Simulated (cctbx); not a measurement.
## Reading a Patterson map

Space group Pmn2_1 (no. 31), a = 7.6960 Å, b = 7.1540 Å, c = 6.5920 Å, α = 90.00°, β = 90.00°, γ = 90.00°, content Ag4 Mo2 Mn2 S8.

The data are simulated with cctbx, not measured: Mo Kα, λ = 0.71073 Å, to d = 0.77 Å, 50 % of the full sphere, strongest reflection 5000 counts, noise from counting, a 1.5 % proportional error and a noise floor of 4 counts (s.d.); no absorption.

Patterson synthesis, origin scaled to 1000:

```text
Patterson group P m m m
      u       v       w   height  length (A)
  0.000   0.000   0.000   1000.0     0.00
  0.500   0.000   0.000    905.5     3.85
  0.251   0.500   0.000    810.8     4.06
  0.500   0.344   0.500    456.1     5.63
  0.000   0.340   0.500    423.9     4.10
  0.250   0.162   0.500    398.8     3.99
  0.500   0.000   0.372    251.1     4.56
  0.000   0.000   0.374    244.1     2.46
  0.250   0.500   0.366    213.7     4.72
  0.000   0.341   0.131    107.1     2.59
  0.250   0.171   0.139    106.8     2.46
  0.500   0.340   0.129    104.8     4.63
  0.061   0.138   0.000     10.7     1.09
  0.446   0.500   0.500      5.4     5.95
```

Q: Assign the vectors.

A peak at u stands for all pairs with xi − xj = u, with weight Σ ZiZj against Σ Z² = 15662 at the origin. Peak heights follow these weights only roughly, since form factors, motion and series ripples differ, all vectors within 0.55 Å of a peak are counted as merged into it though the farther ones add only part of their weight, and F(000) is left out, which lowers the whole map:

| u | v | w | shortest length (Å) | height | 1000 ΣZiZj/ΣZ² | pairs in the cell |
| --- | --- | --- | --- | --- | --- | --- |
| 0.500 | 0.000 | 0.000 | 3.85 | 906 | 963 | 4 × Ag–Ag, 4 × Mo–Mn, 8 × S–S |
| 0.251 | 0.500 | 0.000 | 4.07 | 811 | 935 | 4 × Ag–Mo, 4 × Ag–Mn, 8 × S–S |
| 0.500 | 0.344 | 0.500 | 5.63 | 456 | 500 | 2 × Ag–Ag, 1 × Mo–Mo, 4 × S–S, 1 × Mn–Mn |
| 0.000 | 0.340 | 0.500 | 4.10 | 424 | 482 | 2 × Ag–Ag, 2 × Mo–Mn, 4 × S–S |
| 0.250 | 0.162 | 0.500 | 3.99 | 399 | 468 | 2 × Ag–Mo, 2 × Ag–Mn, 4 × S–S |
| 0.500 | 0.000 | 0.372 | 4.56 | 251 | 329 | 4 × Ag–S, 2 × Mo–S, 2 × Mn–S |
| 0.000 | 0.000 | 0.374 | 2.47 | 244 | 329 | 4 × Ag–S, 2 × Mo–S, 2 × Mn–S |
| 0.250 | 0.500 | 0.366 | 4.72 | 214 | 329 | 4 × Ag–S, 2 × Mo–S, 2 × Mn–S |
| 0.000 | 0.341 | 0.131 | 2.59 | 107 | 164 | 2 × Ag–S, 1 × Mo–S, 1 × Mn–S |
| 0.250 | 0.171 | 0.139 | 2.46 | 107 | 164 | 2 × Ag–S, 1 × Mo–S, 1 × Mn–S |

The table stops at ten peaks or at a height of 45, below which ripples compete. In the model behind the data Ag, the heaviest element, has 1 independent site: (0.7520, 0.8270, 0.5096), up to an allowed shift of origin; the Ag–Ag vectors are differences of these positions and their symmetry mates. Elements of similar Z can't be told apart from the map alone. The whole model:

```csv
atom,mult.,x,y,z,Ueq (Å²)
Ag1,4,0.7520,0.8270,0.5096,0.0189
Mo1,2,1/2,0.3276,0.5012,0.0164
Mn1,2,1/2,0.6532,0.9943,0.0298
S1,2,1/2,0.3576,0.8646,0.0288
S2,4,0.7492,0.8174,0.8898,0.0205
S3,2,1/2,0.6516,0.3559,0.0198
```

The model was made for the exercise: a known structure type with other elements put in, its volume estimated, not relaxed; displacement parameters are assumed.

[Logs are printed without paths, hosts, clocks, repeated set-up lines and the standing remarks that a program may print on its own settings, such as how far it seeks lower states.]
